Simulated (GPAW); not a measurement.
In2Co3S2 (R-3m), S K edge of atom 6, with 3 Co at 2.17 Å (pyramidal, site symmetry 3m). Method: GPAW, LDA, excited-electron core hole (neutral cell), 7-atom cell with 5.3 Å between holes, 5×5×5 k points, dipole transitions, Gaussian full width 0.9 eV up to 4 eV, rising linearly to 3.5 eV at 25 eV.

```xyz
7
Lattice="2.6585 1.5349 4.5553 -2.6585 1.5349 4.5553 0.0000 -3.0698 4.5553" Properties=species:S:1:pos:R:3 pbc="T T T"
In    0.0000    0.0000    6.8329
In    0.0000    0.0000    0.0000
Co    1.3292    0.7674    2.2776
Co   -1.3292    0.7674    2.2776
Co    0.0000   -1.5349    2.2776
S     0.0000    0.0000    3.8128
S     0.0000    0.0000    9.8531
```

Energy from the lowest empty level; a common scale on which the isotropic spectrum has a mean of 1 over the first 20 eV.

```csv
E (eV),curve 1,curve 2
-2.0,0.00,0.00
-1.4,0.00,0.00
-0.8,0.00,0.04
-0.2,0.04,0.74
0.4,0.18,2.17
1.0,0.52,1.40
1.6,1.17,1.14
2.2,1.48,1.20
2.8,1.41,1.11
3.4,1.12,1.37
4.0,2.03,1.46
4.6,1.67,0.83
5.2,1.07,0.39
5.8,0.80,0.33
6.4,0.75,0.47
7.0,0.97,0.67
7.6,1.08,0.89
8.2,1.01,1.03
8.8,1.01,1.01
9.4,1.06,0.88
10.0,1.15,0.78
10.6,1.17,0.71
11.2,1.07,0.68
11.8,1.00,0.71
12.4,0.98,0.78
13.0,1.01,0.91
13.6,1.05,1.10
14.2,1.04,1.26
14.8,0.98,1.29
15.4,0.90,1.24
16.0,0.82,1.17
16.6,0.77,1.11
17.2,0.75,1.05
17.8,0.73,1.00
18.4,0.74,0.97
19.0,0.77,0.97
19.6,0.82,0.97
20.2,0.88,0.95
20.8,0.96,0.93
21.4,1.05,0.92
22.0,1.12,0.91
22.6,1.14,0.90
23.2,1.11,0.88
23.8,1.03,0.85
24.4,0.95,0.81
25.0,0.87,0.76
25.6,0.81,0.73
26.2,0.76,0.70
26.8,0.73,0.67
27.4,0.71,0.64
28.0,0.70,0.62
28.6,0.71,0.60
29.2,0.73,0.60
29.8,0.75,0.61
30.4,0.78,0.64
31.0,0.80,0.69
31.6,0.82,0.75
```

Question: The curves are for the electric vector along different Cartesian axes of the cell as given, averaged over the symmetry-equivalent atoms. Which is which?

Curve 1: along z (c), main maxima 2.5 eV (1.55), 4.1 eV (2.06) and 10.4 eV (1.18). Curve 2: along x (⊥ c) (the other in-plane axis gives the same curve within 3 %), main maxima 0.5 eV (2.21), 3.7 eV (1.59) and 14.7 eV (1.29). A K edge sees empty p states; the first features are S p mixed into the empty d states of the Co neighbours, and the broad ones above probably into the cations' higher empty bands. Each direction probes the empty orbitals that point along it. The hole lies in one spin channel, while the script sums the empty states of both and takes the lower zero; where the two channels are split, this blurs and shifts the curve. The unit cell's mesh shows no gap over 0.35 eV. That is right for a metallic compound; for a small-gap or correlated insulator it would be the fault of the functional or of the assumed magnetic order, and the hole would be screened too well.

[Banner, clock and machine lines of the logs are left out without a mark of their own.]

[Logs are printed without paths, hosts, clocks, repeated set-up lines and the standing remarks that a program may print on its own settings, such as how far it seeks lower states.]

[Hosts, paths, dates, database ids (printed as entryN), source tags and the programs' standing remarks are cut or masked in the printed files.]

[Lists of maxima count a maximum above −3 eV only where it reaches 4 % of the highest in the window and stands out from its surroundings by 2 % of it (1.5 % where it reaches 55 %); shoulders and weaker maxima are passed over, and of the rest the first, up to two pre-edge ones and the few strongest are named.]
